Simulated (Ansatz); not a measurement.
# Phonon transport in Tm (P6_3/mmc), part 2 of 3

How well does the lattice of Tm conduct heat?

Ansatz 0.2.0; DFT PBE, scalar-relativistic, plane waves, norm-conserving pseudopotentials, 4f in core.

So far. Step 2 (A first coarse run): The start is under -0.058 GPa at this level and looks like a metal on this mesh. Step 4 (Tight relaxation): The residual pressure is 1.5e-4 GPa, small enough for phonons. The relaxed cell has a = 3.546, c = 5.503 Å (conventional setting).

### Step 5. A first look at the harmonic spectrum

Third-order constants cost many supercell runs, so a linear-response run first checks that the crystal is harmonically stable.

File input.yaml:

```yaml
crystal:
  lattice:
    - [3.5462536589, 0.0, 0.0]
    - [-1.7731268294, 3.0711457569, 0.0]
    - [0.0, 0.0, 5.5027838765]
  atoms:
    - { symbol: Tm, position: [0.3333333333, 0.6666666667, 0.25] }
    - { symbol: Tm, position: [0.6666666667, 0.3333333333, 0.75] }
kpoints:
  mp_grid: { grid: [12, 12, 8] }
hamiltonian:
  xc: pbe
  pseudopotentials:
    kind: nc
    azcp: { Tm: "pseudopotentials/pbe/nc/lanthanide_3plus/Tm.nc.azcp" }
scf:
  occupations: { method: methfessel_paxton, width: 0.2 }
  lower_state_search: "off"
output:
  eigenvalues: true
phonons:
  method: dfpt
  qmesh: [3, 3, 2]
  temperatures: { t_max: 1000, t_step: 50 }
  qpath:
    path:
      - [[0.0, 0.0, 0.0], [0.5, 0.0, 0.0], [0.33333333, 0.33333333, 0.0], [0.0, 0.0, 0.0], [0.0, 0.0, 0.5], [0.5, 0.0, 0.5], [0.33333333, 0.33333333, 0.5], [0.0, 0.0, 0.5]]
      - [[0.5, 0.0, 0.5], [0.5, 0.0, 0.0]]
      - [[0.33333333, 0.33333333, 0.0], [0.33333333, 0.33333333, 0.5]]
    npoints: 10
```

Started as:

```bash
$ ansatz run input.yaml --threads 18 --pin off --max-ram 92160MiB --backend cuda --events-out ev --progress --plain --runs-dir out
```

Numbers of over 12 decimals in the logs are rounded to 6 here.

Log:

```text
[...]
GPU FFT provider: cuFFT
GPU libraries: cuBLAS 13.8.1, cuFFT 12.4.0, cuSOLVER 12.3.2
[...]
Crystal: 2 atoms, lattice volume = 59.931 Å³
Basis set: ecut = 680.284656 eV, 2417 PW (Γ), exchange–correlation on 64×64×96 points (8 copies of the dense FFT grid, shifted against one another)
Bands: 15, of which v1, the nominal top of the filled ones, is band 11 counted from 1 (10 counted from 0)
Symmetry: 24 space group operations
k-points: 95 of 1152
[...]
GPU buffer pool allocated for 49152 grid points (all kernels)
[...]
SCF iter   1: F=—  HF=-2495.746435 eV  |F-HF|=—  |Δ(HF+E_count)|=         —  Δρ=1.42e-2  dr2=1.73e-1  ethr=3.10e-3  ⟨swp⟩=5.0  Hψ=6287  notcnv=0
[...]
SCF iter   8: F=-2495.712007 eV  HF=-2495.712007 eV  |F-HF|=9.09e-13  |Δ(HF+E_count)|=  3.59e-11  S|Δr|=    0.00e0  Δρ=1.05e-7  dr2=5.88e-12  ethr=1.00e-12  ⟨swp⟩=5.8  Hψ=6690  notcnv=0
SCF 1 converged in 8 iterations: F = -2495.712007 eV  dr2 = 5.88e-12
[...]
NSCF: frozen V_eff on 95 k-points, pencils in batches of 32, up to order 60
[...]
NSCF: frozen V_eff on 95 k-points
[...]
DFPT response loops at q = (0, 0, 0) (fractional): preconditioner auto → Kerker (q_TF=auto, 2.309 Å⁻¹) (partly filled bands, converged f_vac=0.000); β = 1.00, the filter's whole step (`scf.mixing.beta` (0.50) is not read by the response loops under this deck's `scf.mixing.preconditioner`; to damp them name `kerker` or `kerker_dos`, under which they read `scf.mixing.beta`, and type it under 1.00, their step now; both keys bind the ground state too); Anderson in place of MSR1; while a model of the screening serves, it and β = 1 on shorter waves in the place of filter and β
[...]
SCF converged after 8 iterations
[...]
Free energy (F): -2495.712007 eV
[...]
Internal energy: -2495.710376 eV  (E = F + TS)
E sigma→0 (E₀):  -2495.711599 eV
Entropy (-TS):   -0.001631 eV (-0.816 meV/atom)
Fermi energy:    10.217483 eV
[...]
--- Band table (eV; the first three rows and the last of 95) ---
  k-point 0: bands = [... 7 lower, -14.8180, 4.5484, 7.9397, 11.1667, 12.2552, 12.2552, 12.7364, 13.0008]
  k-point 1: bands = [... 7 lower, -14.8437, 4.6664, 7.8342, 11.0755, 12.1800, 12.1800, 12.6129, 12.8884]
  k-point 2: bands = [... 7 lower, -14.8771, 5.0094, 7.4865, 10.9670, 12.0737, 12.0737, 12.2770, 12.6303]
  k-point 94: bands = [... 7 lower, -14.9247, 9.6292, 9.6292, 9.7758, 9.7758, 10.6614, 10.6614, 13.4674]
--- Phonons (Γ-DFPT): 2 representative perturbations + reference (Σ response iterations 5) ---
  ASR residual: 1.785e-5 → 0.000e0 eV/Å²; symmetrization residual: 1.593e-10 eV/Å²
  ASR residual per site (eV/Å²): 1.78e-5 1.78e-5
  Γ frequencies (cm⁻¹): 0.00 0.00 0.00 69.90 69.90 118.99
--- Phonons (arbitrary-q DFPT): 6 irreducible q on the 3×3×2 mesh ---
  q = [0.0000, 0.0000, 0.0000] (star 1, of the zone-centre solve; hermiticity 3.62e-11, symmetrization 1.81e-11): -0.00 0.00 0.00 69.90 69.90 118.99
  q = [0.0000, 0.0000, -0.5000] (star 1, 2 solved perturbations in 275 linear systems a pass and spin channel, the states on 95 of 1152 k-point pairs; hermiticity 1.28e-9, symmetrization 6.38e-10): 49.71 49.71 49.71 49.71 83.82 83.82
[...]
sum rule: each row above includes the acoustic sum rule's correction from the zone centre's row sums; it moved no ω² by more than (0.17 cm⁻¹)²
  mesh force constants: q→R imaginary residual 0.00e0; ASR residual 1.785e-5 → 0.000e0 eV/Å²; symmetrization residual 3.553e-15 eV/Å²
  interpolated dispersion: 93 rows × 6 modes
  density of states and harmonic sums: on the 21×21×12 q-mesh, interpolated from the force constants of a 3×3×2 supercell (no non-analytic term)
  largest difference from the sums on the solved wave vectors: F 4.76e-2 eV, S 6.19e-5 and C_V 1.43e-5 eV/K
  zero-point energy: 0.029570 eV/cell   skipped modes (ω ≤ 0): 3   left out of the sums: 9.45e-5 of the cell's modes: C_V's classical limit lies that fraction below 3 k_B per atom; for a crystal, a wire or a layer, F and S can be off by more, and a phonons.interpolated_qmesh denser along its periods is the remedy for the sampling
```

The job ended after 4.3 s (1 × NVIDIA GB200 with 18 threads of Arm Neoverse V2, shared host; peak memory 2.3 GiB).

This step gave:

| Item | Value |
| --- | --- |
| Γ frequencies | 0, 0, 0, 69.9, 69.9, 119.0 cm⁻¹ (negative: imaginary) |
| lowest frequency on the path | 0 cm⁻¹ |
| zero-point energy | 0.02957 eV/cell |
| point group | 6/mmm |
| highest frequency | 119.2 cm⁻¹ |
| Debye temperature from the second moment | 153 K |

No LO-TO term. The phonon branches at the labelled points (cm⁻¹):

```
    point  branch 1  branch 2  branch 3  branch 4  branch 5  branch 6
        Γ         0         0         0        70        70       119
  halfway        45        46        70        85        88       118
        M        60        68        98        98       101       110
  halfway        70        74        90        99       103       104
        K        83        83        89        89        97       105
  halfway        51        58        70        91        91       116
        Γ         0         0         0        70        70       119
  halfway        27        27        45        65        65       110
        A        50        50        50        50        84        84
  halfway        65        65        66        66        92        92
        L        64        64        75        75       107       107
  halfway        56        56        85        85       104       104
        H        52        52        95        95        99        99
  halfway        60        60        74        74        95        95
        A        50        50        50        50        84        84
jump to L        64        64        75        75       107       107
  halfway        61        64        86        91       104       109
        M        60        68        98        98       101       110
jump to K        83        83        89        89        97       105
  halfway        66        66        95        96        96       101
        H        52        52        95        95        99        99
```

The phonon branches as a text plot (rows in cm⁻¹):

```
    117 |******          *******
    112 |      ***              *                          **
    107 |         * *** *                ****           ***  *
    102 |       ****   **        *      *    ** **        *** *
     97 |     **** ******              *       *  **       ******
     92 |    ***  *      *        *   *       * *   *     ** *
     87 |    **    ***    *          *       *   *   **  **
     82 |   **      ****   *       **       *     *    *
     77 |  *       **   *  **     *      ***            **   *
     72 |**       **   ***  ***         *          *    *     *
     67 |       ***     *      **     ***           *   ** **
     62 |      ***        *      *       ***       ***  * ***
     57 |   * **         *          **      **   **  **  *     *
     52 |    *           * *      ***         ***     **        *
     47 |  *              *     * *
     42 |                 *
     37 |   *              **    *
     32 | **               *
     27 |  *                *   *
     22 | *                 *
     17 |**                  * *
     12 |*                   * *
      7 |*
      2 |                     *
         Γ      M    K        Γ   A       L    H       A|L M|K  H
```

Tetrahedra on 21 21 12, mean over bins of 1 cm⁻¹. The phonon density of states by wavenumber; read off at these points:

```
wavenumber (cm⁻¹)  phonon density of states (1/cm⁻¹/cell)
             2.50                                  2.0e-5
             5.00                                  1.0e-4
             7.50                                  2.2e-4
            10.00                                  5.1e-4
            12.50                                  9.5e-4
            15.00                                 0.00142
            17.50                                 0.00207
            20.00                                 0.00279
            22.50                                 0.00367
            25.00                                 0.00462
            27.50                                 0.00585
            30.00                                 0.00727
            32.50                                 0.00893
            35.00                                  0.0109
            37.50                                  0.0132
            40.00                                  0.0162
            42.50                                  0.0195
            45.00                                  0.0243
            47.50                                  0.0302
            50.00                                  0.0398
            52.50                                  0.0751
            55.00                                  0.0942
            57.50                                  0.0946
            60.00                                  0.0979
            60.50                                  0.0993
            62.50                                  0.0825
            65.00                                  0.0849
            67.50                                  0.0832
            70.00                                  0.0742
            72.50                                  0.0799
            75.00                                  0.0798
            77.50                                  0.0849
            80.00                                  0.0875
            82.50                                  0.0943
            84.50                                   0.102
            85.00                                   0.101
            87.50                                  0.0892
            90.00                                  0.0848
            92.50                                  0.0864
            95.00                                  0.0913
            97.50                                  0.0958
           100.00                                   0.130
           100.50                                   0.140
           102.50                                  0.0947
           104.50                                   0.112
           105.00                                   0.101
           107.50                                  0.0801
           110.00                                  0.0547
           112.50                                  0.0306
           115.00                                  0.0255
           117.50                                  0.0216
```

Lowest modes at the softest wavevector of the mesh; phase exp(i q.(R + tau)). Modes at q = (0.000, 0.000, 0.500):

```
mode  frequency (cm⁻¹)
   1              49.7
   2              49.7
   3              49.7
   4              49.7
   5              83.8
   6              83.8
```

Displacements in mode 1 (49.7 cm⁻¹), the largest set to 1, in the home cell (x, y, z of the real part, then of the imaginary part):
```
Tm1  0.00  1.00  0.00  0.00  0.06  0.00
Tm2 -0.24  0.16  0.00  0.22 -0.04  0.00
```

Displacements in mode 5 (83.8 cm⁻¹), the largest set to 1, in the home cell:
```
Tm1 0.00 0.00 1.00
Tm2 0.00 0.00 0.16
```

Harmonic. Thermo, by row:

```
T (K)  F_vib (meV/atom)  S (J/mol-atom/K)  C_V (J/mol-atom/K)
    0             14.78                 0                   0
   50             13.03              10.3               16.36
  100               3.9                24               22.27
  150             -11.1             33.35                23.7
  200            -30.25             40.26               24.23
  250            -52.57             45.69               24.48
  300            -77.44             50.17               24.62
  350            -104.5             53.97                24.7
  400            -133.3             57.27               24.76
  450            -163.7             60.19                24.8
  500            -195.6             62.81               24.82
  550            -228.8             65.17               24.84
  600            -263.1             67.34               24.86
  650            -298.6             69.33               24.87
  700              -335             71.17               24.88
  750            -372.3             72.89               24.89
  800            -410.5             74.49                24.9
  850            -449.5                76                24.9
  900            -489.2             77.43               24.91
  950            -529.7             78.77               24.91
 1000            -570.9             80.05               24.91
```

No mode is imaginary beyond numerical noise at the solved wavevectors.

### Step 6. Third-order constants and the Boltzmann equation

The supercell must be wider than twice the pair cutoff, and the number of displaced cells grows with the pairs inside it, which is where the cost lies.

input.yaml, as its differences from that of step 5:

```diff
@@ -21,4 +21,4 @@
 phonons:
-  method: dfpt
-  qmesh: [3, 3, 2]
+  method: fd
+  supercell: [3, 3, 2]
   temperatures: { t_max: 1000, t_step: 50 }
@@ -30 +30,7 @@
     npoints: 10
+  third_order: { supercell: [3, 3, 2], pair_cutoff: 3.696 }
+  lattice_thermal_conductivity:
+    qmesh: [21, 21, 11]
+    temperatures: [50.0, 100.0, 150.0, 200.0, 300.0, 400.0, 500.0, 600.0, 800.0, 1000.0]
+    isotope_mass_variance: [{ species: Tm, variance: 0.0 }]
+  dielectric: false
```

Log:

```text
[...]
Crystal: 36 atoms, lattice volume = 1078.761 Å³
Basis set: ecut = 680.284656 eV, 43523 PW (Γ), exchange–correlation on 192×192×192 points (8 copies of the dense FFT grid, shifted against one another)
Bands: 270, of which v1, the nominal top of the filled ones, is band 198 counted from 1 (197 counted from 0)
Symmetry: 432 space group operations
k-points: 12 of 64
[...]
SCF iter   1: F=—  HF=-44922.816125 eV  |F-HF|=—  |Δ(HF+E_count)|=         —  Δρ=1.74e-8  dr2=2.43e-12  ethr=1.00e-12  ⟨swp⟩=3.0  Hψ=8080  notcnv=0
[...]
SCF iter   2: F=-44922.816125 eV  HF=-44922.816125 eV  |F-HF|=7.28e-12  |Δ(HF+E_count)|=  1.46e-11  S|Δr|=    0.00e0  Δρ=1.08e-8  dr2=1.09e-12  ethr=1.00e-12  ⟨swp⟩=2.0  Hψ=5634  notcnv=0
SCF 1 converged in 2 iterations: F = -44922.816125 eV  dr2 = 1.09e-12
[...]
Symmetry: 1 space group operations
k-points: 36 of 64 (time reversal used)
[...]
SCF iter   2: F=—  HF=-44922.813912 eV  |F-HF|=—  |Δ(HF+E_count)|=   3.10e-6  S|Δr|=    0.00e0  Δρ=1.31e-5  dr2=8.81e-6  ethr=2.17e-8  ⟨swp⟩=1.3  Hψ=8480  notcnv=0  defer=39
[...]
SCF iter   8: F=-44922.816112 eV  HF=-44922.816112 eV  |F-HF|=0.00e0  |Δ(HF+E_count)|=  7.28e-12  S|Δr|=    0.00e0  Δρ=5.38e-9  dr2=1.34e-12  ethr=1.00e-12  ⟨swp⟩=6.2  Hψ=35960  notcnv=0
SCF 2 converged in 8 iterations: F = -44922.816112 eV  dr2 = 1.34e-12
[...]
SCF iter   3: F=-44922.816125 eV  HF=-44922.816125 eV  |F-HF|=1.46e-11  |Δ(HF+E_count)|=  4.37e-11  S|Δr|=    0.00e0  Δρ=4.94e-8  dr2=2.13e-11  ethr=1.00e-12  ⟨swp⟩=1.0  Hψ=6551  notcnv=0
SCF 3 converged in 3 iterations: F = -44922.816125 eV  dr2 = 2.13e-11
concurrent solve slots: 8 of 9 are kept, ahead of what memory takes: no pass of the eigensolver takes more rounds on 8
[...]
SCF iter   1: F=—  HF=-44922.813045 eV  |F-HF|=—  |Δ(HF+E_count)|=         —  Δρ=3.55e-4  dr2=1.15e-2  ethr=2.73e-6  ⟨swp⟩=2.2  Hψ=34377  notcnv=0  defer=10
[...]
SCF iter   2: F=—  HF=-44922.812458 eV  |F-HF|=—  |Δ(HF+E_count)|=   5.87e-4  S|Δr|=    0.00e0  Δρ=1.54e-4  dr2=1.37e-3  ethr=2.73e-6  ⟨swp⟩=1.3  Hψ=7068  notcnv=0  defer=10
[...]
SCF 4 converged in 8 iterations: F = -44922.814285 eV  dr2 = 1.66e-10
[...]
--- Phonons: 1 displaced member + reference (amplitude 0.0025 Å, Σ member SCF iterations 8) ---
  symmetry images taken by strict's conditions (phonons.symmetry_images: auto; settled by no image being taken that strict refuses)
  ASR residual: 3.122e-5 → 0.000e0 eV/Å²; symmetrization residual: 1.873e-5 eV/Å²
  largest component of a force at the reference: 1.9e-17 eV/Å
  ASR residual per site (eV/Å²): 3.12e-5 3.12e-5
  Γ frequencies (cm⁻¹): 0.00 0.00 0.00 69.90 69.90 118.99
[...]
--- Third-order force constants: 63 member SCFs in a 3×3×2 supercell (pair cutoff 3.696 Å, amplitude 0.03 Å, SCF threshold 1.00e-9 eV, Σ member SCF iterations 505) ---
[...]
sum-rule residual: 2.469e-1 → 4.940e-15 eV/Å³; symmetrization residual: 2.497e-3 eV/Å³; largest sum-rule correction relative to its orbit: 8.367e-2, on the orbit of the block of home site 0 with site 0 of cell (-1, -1, 0) and site 0 of cell (-1, -1, 0), whose norm before the correction was 3.822e0 eV/Å³
--- Lattice thermal conductivity: 21×21×11 mesh (288 irreducible points), tetrahedron method ---
  three-phonon and isotope scattering only; four-phonon, boundary and, in a metal, phonon-electron scattering are left out
  each conductivity is what the modes' populations carry and what the coherences between them add
  conductivity (a third of the tensor's trace), W/(m K), in the relaxation-time approximation and from the full solution:
       T (K)   relaxation time   full solution  iterations             ending  least Ritz value
       50.00           45.3130         57.7051          11          converged          4.195e-1
      100.00           25.4360         32.2784          11          converged          4.208e-1
      150.00           17.4205         22.0885          11          converged          4.210e-1
      200.00           13.2002         16.7309          11          converged          4.211e-1
      300.00            8.8741         11.2425          11          converged          4.212e-1
      400.00            6.6817          8.4619          11          converged          4.212e-1
      500.00            5.3596          6.7852          11          converged          4.212e-1
      600.00            4.4763          5.6649          11          converged          4.212e-1
      800.00            3.3709          4.2628          11          converged          4.212e-1
     1000.00            2.7076          3.4213          11          converged          4.212e-1
```

Elapsed: 3.7 min, on 1 × NVIDIA GB200 with 18 threads; peak memory 8.7 GiB; 46 min of CPU time.

Numbers from this step:

```
κ at 300 K (relaxation time)               : 8.875 W/m/K
κ at 300 K (full solution)                 : 11.24 W/m/K
dipole term                                : none
mean free path at half of κ                : 29.9 nm
share of κ above the three lowest branches : 0.32
third-order blocks                         : 170
periodic aliases dropped                   : 12
largest relative sum-rule correction       : 0.08367
displaced cells, third order               : 63
```

(Part 2 of 3 ends here.)

[Logs are printed without paths, hosts, clocks, repeated set-up lines and the standing remarks that a program may print on its own settings, such as how far it seeks lower states.]

[Hosts, paths, dates, database ids (printed as entryN), source tags and the programs' standing remarks are cut or masked in the printed files.]

[A step with changed settings may run another functional than the one named; its input shows which.]
